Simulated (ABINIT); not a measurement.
An input for ABINIT 10.8.3 (WSe2 (P6_3/mmc)):

```
acell 3*1.0 Angstrom
rprim 
  3.290000000028 -0.000000000007 0.000000000000
  -1.645000000008 2.849223578479 0.000000000000
  0.000000000000 0.000000000000 12.970000000000
ntypat 2
znucl 74 34
natom 6
typat 1 1 2 2 2 2
xred 
  0.333333333333 0.666666666667 0.250000000000
  0.666666666667 0.333333333333 0.750000000000
  0.333333333333 0.666666666667 0.621000000000
  0.666666666667 0.333333333333 0.121000000000
  0.333333333333 0.666666666667 0.879000000000
  0.666666666667 0.333333333333 0.379000000000
pp_dirpath "pseudos"
pseudos "W.upf, Se.upf"
ecut 58
ngkpt 3 3 1
nshiftk 1
shiftk 0 0 0
kptopt 1
chksymbreak 0
istwfk *1
occopt 1
irdwfk 1
optdriver 99
bs_calctype 1
mbpt_sciss 0.613 eV
bs_loband 56
nband 70
bs_exchange_term 0
bs_coulomb_term 11
bs_coupling 0
bs_algorithm 1
bs_freq_mesh 0 5 0.05 eV
zcut 0.1 eV
ecuteps 3
ecutwfn 29
inclvkb 2
irdscr 1
indata_prefix "in"
outdata_prefix "out"
tmpdata_prefix "tmp"
```

The database entry behind the starting cell differs from later determinations by our own check (a about 0.2 % long), so it need not match the best structure at ambient conditions.

```sh
OMP_NUM_THREADS=1 mpirun -n 4 abinit run.abi > log
```

Q: Estimate wall time and host memory on 4 MPI ranks of Arm Neoverse V2, shared host.

It took 18 s; on shared hardware allow 9.2 s to 37 s. Peak host memory was 0.8 GiB.

The matrix is small, so building the kernel's matrix elements and any screening outweighs its diagonalisation.

[Paths, hosts, dates, memory and timing lines, banners, echoed tables and standing remarks are left out of the program output.]

[Logs are printed without paths, hosts, clocks, repeated set-up lines and the standing remarks that a program may print on its own settings, such as how far it seeks lower states.]

[Runs of the session that timed out or met a known fault of the program may be left out.]

[Hosts, paths, dates, database ids (printed as entryN), source tags and the programs' standing remarks are cut or masked in the printed files.]

[G0W0 gaps are taken among the corrected bands and points alone; a level outside them can change the order at an edge.]

[Where Ansatz stands beside ABINIT at settings called matched, ABINIT's density can come from a denser mesh and the files from another edition; pairs whose starting gaps differed by over 0.03 eV were left out, so agreement reads better than it is.]
